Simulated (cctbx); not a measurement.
**Resonant diffraction in Hf9SiPb4**

Space group P6_3/mmc (no. 194), a = 9.1960 Å, b = 9.1960 Å, c = 9.4010 Å, α = 90.00°, β = 90.00°, γ = 120.00°.

```
atom  mult.       x       y       z  Ueq (Å²)
 Pb1      2       0       0     1/2    0.0026
 Pb2      6  0.8866  0.1134     1/4    0.0031
 Hf1      6  0.5338  0.4662     1/4    0.0030
 Hf2     12  0.8006  0.1994  0.5427    0.0032
 Si1      2     1/3     2/3     1/4    0.0056
```

The model was made for the exercise: a known structure type with other elements put in, its volume estimated, not relaxed; displacement parameters are assumed.

Calculated with cctbx: free-atom f′ and f″ from the Sasaki tables, no fine structure; amplitudes in electrons.

| E (eV) | F 2 0 2 | F 3 0 0 | F 1 0 1 | F 2 1 2 |
| --- | --- | --- | --- | --- |
| 8961 | 281.2 | 456.7 | 42.0 | 652.2 |
| 9311 | 264.6 | 442.2 | 41.3 | 638.3 |
| 9441 | 249.9 | 429.8 | 40.8 | 626.7 |
| 9501 | 237.2 | 419.2 | 40.4 | 616.9 |
| 9531 | 223.6 | 407.9 | 40.0 | 606.6 |
| 9546 | 210.0 | 396.7 | 39.6 | 596.4 |
| 9553 | 197.8 | 386.6 | 39.2 | 587.2 |
| 9557 | 184.6 | 375.7 | 38.8 | 577.3 |
| 9565 | 196.7 | 381.6 | 39.0 | 581.3 |
| 9569 | 210.6 | 393.7 | 39.4 | 592.4 |
| 9576 | 222.9 | 404.3 | 39.8 | 602.1 |
| 9591 | 236.5 | 415.8 | 40.2 | 612.7 |
| 9621 | 250.0 | 427.3 | 40.6 | 623.1 |
| 9711 | 267.2 | 441.7 | 41.1 | 636.1 |
| 9961 | 284.7 | 455.9 | 41.5 | 648.6 |

**Question.** Which edge is crossed, and why do the reflections move as they do?

The L3 edge of Hf. The edge is at 9561 eV. f′ of Hf falls from -12.1 e at 9441 eV to -19.1 e at 4 eV below it, and f″ steps from 3.77 to 10.51 e across it. Over that approach |F| changes by -26 % (2 0 2), -13 % (3 0 0), -5 % (1 0 1) and -8 % (2 1 2): a reflection falls where Hf scatters in phase with the total and rises where it scatters against it; it hardly moves where the Hf term is small or cancels by symmetry. Above the edge the larger f″ enters the imaginary part, where it can add to or cancel the other atoms' f″. The structure is centrosymmetric, so Friedel mates stay equal.

[Logs are printed without paths, hosts, clocks, repeated set-up lines and the standing remarks that a program may print on its own settings, such as how far it seeks lower states.]
